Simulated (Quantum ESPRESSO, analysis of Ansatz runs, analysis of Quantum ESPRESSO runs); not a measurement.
# Reproducing a measured local vibrational mode: Cu-H pair in ZnO (Quantum ESPRESSO), part 2 of 2

Subject: Cu-H pair in ZnO. Wanted: its local vibrational mode, in one set-up (PBE, GBRV 1.5 PBE, 32-site cell, PBE lattice, k: the single point 1/4 1/4 1/4). The model is a cell of 32 host atoms with Cu put on another atom's site and H put in between. The frequencies come from force constants among the defect atom and its neighbours, with the masses of the isotopes named. A local or semilocal functional is the cheapest first rung.

Quantum ESPRESSO 7.5; PBE, GBRV 1.5 PBE, 32-site cell, PBE lattice, k: the single point 1/4 1/4 1/4.

So far. Step 2 (Relaxation, charge 0): Neighbours of the added atoms: H33: O4 1.01, Cu14 1.88, Zn1 2.48 Å.

## 3. Atom Zn1 moved by 0.015 A along x

Force constants come from the forces after small displacements. One such run is shown.

This step: Quantum ESPRESSO plane-wave DFT, PBE, GBRV 1.5 PBE potentials; single point of a defect supercell.

Contents of pw.in:

```
&CONTROL
  calculation = 'scf'
  prefix = 'pwscf'
  outdir = './tmp'
  pseudo_dir = './pseudo'
  tprnfor = .true.
  disk_io = 'low'
/
&SYSTEM
  ibrav = 0
  nat = 33
  ntyp = 4
  ecutwfc = 45
  ecutrho = 360
  nbnd = 212
  occupations = 'smearing'
  smearing = 'fd'
  degauss = 0.00073499
  nosym = .true.
/
&ELECTRONS
  conv_thr = 1d-10
  electron_maxstep = 100
  mixing_beta = 0.5
/
ATOMIC_SPECIES
Zn    65.3800 zn_pbe_v1.uspp.F.UPF
O     15.9990 o_pbe_v1.2.uspp.F.UPF
Cu    63.5460 cu_pbe_v1.2.uspp.F.UPF
H      1.0080 h_pbe_v1.4.uspp.F.UPF
CELL_PARAMETERS angstrom
   6.5616149739    0.0000000000    0.0000000000
  -3.2808074869    5.6825253113    0.0000000000
   0.0000000000    0.0000000000   10.5930620368
ATOMIC_POSITIONS crystal
Zn     0.1611190450    0.3250482164    0.2350127757
Zn     0.3331611269    0.1624864317   -0.0004286072
[... 1 atom line left out ...]
O      0.1537856174    0.3032254976    0.4298474998
Zn     0.1614385070    0.3338397178    0.7508341855
Zn     0.3389168354    0.1475782724    0.5000674151
[... 2 atom lines left out ...]
Zn     0.1625402522    0.8268501595    0.2535780067
[... 1 atom line left out ...]
O      0.3262011780    0.6599389325    0.1863051190
O      0.1687027846    0.8248602686    0.4397486446
[... 1 atom line left out ...]
Cu     0.4380362561    0.7590933322    0.5402492083
O      0.3174443268    0.6682081730    0.7053231803
[... 6 atom lines left out ...]
Zn     0.8250735205    0.1673508471    0.5021295474
[... 5 atom lines left out ...]
O      0.6912435718    0.8472550123    0.4284816972
[... 4 atom lines left out ...]
H      0.2454905657    0.4743015025    0.4548388578
K_POINTS crystal
1
0.25 0.25 0.25 1.0
```

Command:

```bash
$ OMP_NUM_THREADS=1 pw.x -in pw.in > pw.out
```

The program printed:

```text
[banner, memory and clock lines left out]
          URL

     G-vector sticks info

     bravais-lattice index     =            0
     lattice parameter (alat)  =      12.3997  a.u.
     unit-cell volume          =    2665.4481 (a.u.)^3
     number of atoms/cell      =           33
     number of atomic types    =            4
     number of electrons       =       416.00
     number of Kohn-Sham states=          212
     kinetic-energy cutoff     =      45.0000  Ry
     charge density cutoff     =     360.0000  Ry
     scf convergence threshold =      1.0E-10
     mixing beta               =       0.5000
     number of iterations used =            8  plain     mixing
     Exchange-correlation=  SLA  PW   PBX  PBC
                           (   1   4   3   4   0   0   0)

     celldm(1)=  12.399655  celldm(2)=   0.000000  celldm(3)=   0.000000
     celldm(4)=   0.000000  celldm(5)=   0.000000  celldm(6)=   0.000000

     crystal axes: (cart. coord. in units of alat)
               a(1) = (   1.000000   0.000000   0.000000 )
               a(2) = (  -0.500000   0.866025   0.000000 )
               a(3) = (   0.000000   0.000000   1.614399 )

     reciprocal axes: (cart. coord. in units 2 pi/alat)
               b(1) = (  1.000000  0.577350 -0.000000 )
               b(2) = (  0.000000  1.154701  0.000000 )
               b(3) = (  0.000000 -0.000000  0.619426 )

     PseudoPot. # 1 for Zn read from file:
     zn_pbe_v1.uspp.F.UPF
     Pseudo is Ultrasoft, Zval = 20.0
     Generated by new atomic code, or converted to UPF format
     Using radial grid of  943 points,  6 beta functions with:
                l(1) =   0
                l(2) =   0
                l(3) =   1
                l(4) =   1
                l(5) =   2
                l(6) =   2
     Q(r) pseudized with  8 coefficients,  rinner =    1.100   1.100   1.100
                                                       1.100   1.100

     PseudoPot. # 2 for O  read from file:
     o_pbe_v1.2.uspp.F.UPF
     Pseudo is Ultrasoft + core correction, Zval =  6.0
     Generated by new atomic code, or converted to UPF format
     Using radial grid of  737 points,  5 beta functions with:
                l(1) =   0
                l(2) =   0
                l(3) =   1
                l(4) =   1
[...]
Q(r) pseudized with  8 coefficients,  rinner =    0.900   0.900   0.900
                                                       0.900   0.900

     PseudoPot. # 3 for Cu read from file:
     cu_pbe_v1.2.uspp.F.UPF
     Pseudo is Ultrasoft + core correction, Zval = 19.0
     Generated by new atomic code, or converted to UPF format
     Using radial grid of  867 points,  6 beta functions with:
[...]
l(4) =   1
                l(5) =   2
                l(6) =   2
     Q(r) pseudized with  8 coefficients,  rinner =    1.150   1.150   1.150
                                                       1.150   1.150

     PseudoPot. # 4 for H  read from file:
     h_pbe_v1.4.uspp.F.UPF
     Pseudo is Ultrasoft, Zval =  1.0
     Generated by new atomic code, or converted to UPF format
     Using radial grid of  615 points,  2 beta functions with:
                l(1) =   0
                l(2) =   0
     Q(r) pseudized with  8 coefficients,  rinner =    0.700

     atomic species   valence    mass     pseudopotential
     Zn               20.00    65.38000     Zn( 1.00)
     O                 6.00    15.99900     O ( 1.00)
     Cu               19.00    63.54600     Cu( 1.00)
     H                 1.00     1.00800     H ( 1.00)

     No symmetry found

   Cartesian axes

     site n.     atom                  positions (alat units)
         1        Zn     tau(   1) = (  -0.0014051   0.2815000   0.3794043  )
         2        Zn     tau(   2) = (   0.2519179   0.1407174  -0.0006919  )
         3        O      tau(   3) = (   0.2505328   0.1381787   0.3047556  )
         4        O      tau(   4) = (   0.0021729   0.2626010   0.6939452  )
         5        Zn     tau(   5) = (  -0.0054814   0.2891137   1.2121457  )
         6        Zn     tau(   6) = (   0.2651277   0.1278065   0.8073081  )
         7        O      tau(   7) = (   0.2433140   0.1474470   1.1120989  )
         8        O      tau(   8) = (  -0.0004443   0.2844084   1.5192313  )
         9        Zn     tau(   9) = (  -0.2508848   0.7160733   0.4093760  )
        10        Zn     tau(  10) = (  -0.0026951   0.5746471  -0.0062025  )
        11        O      tau(  11) = (  -0.0037683   0.5715239   0.3007707  )
        12        O      tau(  12) = (  -0.2437273   0.7143500   0.7099296  )
        13        Zn     tau(  13) = (  -0.2666450   0.7275409   1.2139593  )
        14        Cu     tau(  14) = (   0.0584896   0.6573941   0.8721776  )
        15        O      tau(  15) = (  -0.0166598   0.5786853   1.1386728  )
        16        O      tau(  16) = (  -0.2540019   0.7205322   1.5188676  )
        17        Zn     tau(  17) = (   0.4953912   0.2886533   0.4013795  )
        18        Zn     tau(  18) = (   0.7474563   0.1424513  -0.0051418  )
        19        O      tau(  19) = (   0.7430186   0.1420619   0.3003754  )
        20        O      tau(  20) = (   0.4989075   0.2920410   0.7086090  )
[...]
iteration #  4     ecut=    45.00 Ry     beta= 0.50
     Davidson diagonalization with overlap
     ethr =  3.22E-03,  avg # of iterations =  2.0

     total energy              =   -7846.30931169 Ry
     estimated scf accuracy    <       1.98613735 Ry

     iteration #  5     ecut=    45.00 Ry     beta= 0.50
     Davidson diagonalization with overlap
     ethr =  4.77E-04,  avg # of iterations =  2.0

     total energy              =   -7846.07153017 Ry
     estimated scf accuracy    <       1.33633167 Ry

     iteration #  6     ecut=    45.00 Ry     beta= 0.50
     Davidson diagonalization with overlap
     ethr =  3.21E-04,  avg # of iterations =  3.0

     total energy              =   -7846.06299648 Ry
     estimated scf accuracy    <       0.52629231 Ry

     iteration #  7     ecut=    45.00 Ry     beta= 0.50
     Davidson diagonalization with overlap
     ethr =  1.27E-04,  avg # of iterations = 14.0

     total energy              =   -7846.04256399 Ry
     estimated scf accuracy    <       0.22391041 Ry

     iteration #  8     ecut=    45.00 Ry     beta= 0.50
     Davidson diagonalization with overlap
     ethr =  5.38E-05,  avg # of iterations =  3.0

     total energy              =   -7846.03585298 Ry
     estimated scf accuracy    <       0.09229711 Ry

     iteration #  9     ecut=    45.00 Ry     beta= 0.50
     Davidson diagonalization with overlap
     ethr =  2.22E-05,  avg # of iterations =  7.0

     total energy              =   -7846.03044043 Ry
     estimated scf accuracy    <       0.03491194 Ry

     iteration # 10     ecut=    45.00 Ry     beta= 0.50
     Davidson diagonalization with overlap
     ethr =  8.39E-06,  avg # of iterations =  7.0

     total energy              =   -7846.03020771 Ry
     estimated scf accuracy    <       0.00756777 Ry

[...]
total energy              =   -7846.03123002 Ry
[...]
iteration # 16     ecut=    45.00 Ry     beta= 0.50
     Davidson diagonalization with overlap
     ethr =  4.41E-11,  avg # of iterations =  3.0

     total energy              =   -7846.03123004 Ry
     estimated scf accuracy    <       0.00000007 Ry

     iteration # 17     ecut=    45.00 Ry     beta= 0.50
     Davidson diagonalization with overlap
     ethr =  1.73E-11,  avg # of iterations =  4.0

     total energy              =   -7846.03123005 Ry
     estimated scf accuracy    <          7.3E-09 Ry

     iteration # 18     ecut=    45.00 Ry     beta= 0.50
     Davidson diagonalization with overlap
     ethr =  1.75E-12,  avg # of iterations =  4.0

     total energy              =   -7846.03123005 Ry
     estimated scf accuracy    <          1.4E-09 Ry

     iteration # 19     ecut=    45.00 Ry     beta= 0.50
     Davidson diagonalization with overlap
     ethr =  3.25E-13,  avg # of iterations =  3.0

     total energy              =   -7846.03123005 Ry
     estimated scf accuracy    <          3.7E-10 Ry

     iteration # 20     ecut=    45.00 Ry     beta= 0.50
     Davidson diagonalization with overlap
     ethr =  1.00E-13,  avg # of iterations =  5.0

     End of self-consistent calculation

          k = 0.2500 0.4330 0.1549 ( 13581 PWs)   bands (ev):

  -115.4223-115.2715-115.2586-115.2543-115.1928-115.1620-115.1406-115.1396
  -115.1352-115.1261-115.1181-115.1146-115.0358-115.0117-115.0075-101.8298
   -69.6581 -69.6004 -69.5918 -69.5067 -69.4899 -69.4628 -69.4560 -69.4457
   -69.4416 -69.4388 -69.4378 -69.4268 -69.3962 -69.3891 -69.3804 -69.3647
   -69.3593 -69.3504 -69.3431 -69.3387 -69.3374 -69.3354 -69.3344 -69.3323
   -69.3316 -69.3290 -69.3265 -69.3262 -69.3246 -69.3245 -69.3170 -69.3153
   -69.3139 -69.3111 -69.3105 -69.2976 -69.2434 -69.2309 -69.2216 -69.2182
   -69.2179 -69.2090 -69.2043 -69.1938 -69.1864 -59.4097 -59.2979 -59.0531
   -10.9087  -9.3903  -9.2413  -9.1898  -9.1566  -9.0842  -9.0532  -8.9887
    -8.9327  -8.9114  -8.8993  -8.8522  -8.8351  -8.8200  -8.7776  -8.4433
     1.2077   2.2963   2.3442   2.3659   2.3955   2.4109   2.4320   2.4414
     2.4960   2.5190   2.5896   2.6034   2.6470   2.6745   2.7091   2.7214
[...]
5.3176   5.3835   5.4148   5.6257   5.7357   5.8471   5.8775   6.0643
     6.1189   6.1540   6.2288   6.2969   6.3086   6.3395   6.4135   6.4758
     6.5009   6.5427   6.6658   6.7583   6.7801   6.8516   6.9551   7.0029
     7.0660   7.0978   7.2155   7.2531   7.2705   7.3530   7.3867   7.4040
     7.4912   7.6556   7.7202   7.9847   8.1543   8.4759   8.8958   9.1564
    11.1540  12.0883  12.4468  12.5380

     the Fermi energy is    10.6355 ev

!    total energy              =   -7846.03123005 Ry
     estimated scf accuracy    <          2.8E-11 Ry
     smearing contrib. (-TS)   =       0.00000000 Ry
     internal energy E=F+TS    =   -7846.03123005 Ry

     The total energy is F=E-TS. E is the sum of the following terms:
     one-electron contribution =   -6511.19527911 Ry
     hartree contribution      =    3424.39063531 Ry
     xc contribution           =    -790.73495238 Ry
     ewald contribution        =   -3968.49163387 Ry

     convergence has been achieved in  20 iterations

     Forces acting on atoms (cartesian axes, Ry/au):

     atom    1 type  1   force =    -0.00678990    0.00028449   -0.00022123
     atom    2 type  1   force =    -0.00011464   -0.00001936   -0.00069980
     atom    3 type  2   force =     0.00237083   -0.00129854   -0.00062909
     atom    4 type  2   force =     0.00041579   -0.00013705    0.00018633
     atom    5 type  1   force =     0.00002986    0.00018886   -0.00001899
     atom    6 type  1   force =    -0.00003388   -0.00000163    0.00006398
     atom    7 type  2   force =     0.00008711    0.00001139   -0.00001733
     atom    8 type  2   force =     0.00015208    0.00029529   -0.00004794
     atom    9 type  1   force =     0.00004792   -0.00084617    0.00013534
     atom   10 type  1   force =     0.00011569    0.00007272   -0.00010982
[...]
atom   29 type  1   force =    -0.00003567   -0.00008882    0.00005210
     atom   30 type  1   force =    -0.00004180   -0.00004073   -0.00009169
     atom   31 type  2   force =     0.00009426    0.00006410   -0.00011630
     atom   32 type  2   force =     0.00005697   -0.00015023   -0.00035477
     atom   33 type  4   force =     0.00003533   -0.00011704    0.00003191

     Total force =     0.008295     Total SCF correction =     0.000030
```

Elapsed: 6.6 min, on 1 thread of Arm Neoverse V1, shared host; peak memory 1.3 GiB.

At this level the gap is 2.00 eV on the k-mesh of the self-consistent run, which can miss the band edges.

## 4. Local vibrational modes

Analysis of the runs above: force constants by central differences of Quantum ESPRESSO plane-wave DFT, PBE, GBRV 1.5 PBE potentials forces among the atoms nearest to a defect, the others at rest.

The modes with the largest weight on the probed atoms (the light atom of a pair), for the masses of each isotope. Modes of the displaced atoms (local only where they lie over the host's phonons):

| isotopes | mode (cm⁻¹) | share of the defect atoms |
| --- | --- | --- |
| H | 3215 | 0.942 |
| H | 778.5 | 0.943 |
| H | 714.9 | 0.92 |
| D | 2340 | 0.889 |
| D | 571 | 0.818 |
| D | 532.4 | 0.744 |

## 5. Results

* distance from the defect atom to its nearest neighbour: 1.008 Å
* O-H stretch, 1H: 3215 cm⁻¹
* O-D stretch, 2H: 2340 cm⁻¹

What this shows: O-H stretch, 1H: computed 3215 cm⁻¹, measured 3191.8 cm⁻¹; 23 cm⁻¹ (1 %) above the measurement. O-D stretch, 2H: computed 2340 cm⁻¹, measured 2379 cm⁻¹; 39 cm⁻¹ (2 %) below the measurement. The computed value is harmonic, while the measured line is the anharmonic fundamental, which for X–H stretches usually lies a few per cent lower. Only the named neighbours move, so modes near the host's band are approximate. Limits: the periodic copies of the defect are only 6.6 Å apart.

[Logs are printed without paths, hosts, clocks, repeated set-up lines and the standing remarks that a program may print on its own settings, such as how far it seeks lower states.]

[Hosts, paths, dates, database ids (printed as entryN), source tags and the programs' standing remarks are cut or masked in the printed files.]

[For some hosts the program warned that the k-mesh of the response run may be too coarse for force constants and the static dielectric constant; such warnings are not shown here.]
